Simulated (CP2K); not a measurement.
Consider aziridine at its PBE geometry (Å).

```xyz
8

C     0.7850   -0.0806    0.0393
C    -0.6591   -0.4356   -0.0068
N    -0.1852    0.8342   -0.6106
H     1.2115    0.2056    1.0022
H     1.4809   -0.5628   -0.6479
H    -1.0103   -1.1748   -0.7274
H    -1.2269   -0.3934    0.9243
H    -0.3959    1.6073    0.0268
```

Method: CP2K XAS_TDP, all-electron GAPW, PBEh(45%), aug-cc-pVDZ, TDA, no relativity.

Question: Where do the N K-edge lines lie, and how strong are they?

Leading lines: N3 398.87 eV. The leading line of an atom is its first one with 35 % of the strongest within 2.5 eV of its lowest line over the strength cut. 

The first six lines of each atom with a strength over 0.0015:

| atom | energy (eV) | states | strength, one atom |
| --- | --- | --- | --- |
| N3 (bonded to 2 C and H) | 398.04 | 1 | 0.0112 |
|  | 398.87 | 1 | 0.0466 |
|  | 398.99 | 1 | 0.0134 |
|  | 399.51 | 2 | 0.0017 |
|  | 400.43 | 1 | 0.0166 |
|  | 400.56 | 1 | 0.0060 |

Lines are vertical, at one geometry, with no vibrational structure. Without a correction of the core level, line positions, and the gaps between valence and Rydberg lines, follow the share of exact exchange. At this level such K lines come out 3 to 6 eV under measured ones. These values hold no scalar relativity, about 0.2 eV for N 1s. Rydberg lines, and the discretised continuum above threshold, depend on the basis and the box.

[Banner, clock and machine lines of the logs are left out without a mark of their own.]

[Logs are printed without paths, hosts, clocks, repeated set-up lines and the standing remarks that a program may print on its own settings, such as how far it seeks lower states.]

[Hosts, paths, dates, database ids (printed as entryN), source tags and the programs' standing remarks are cut or masked in the printed files.]
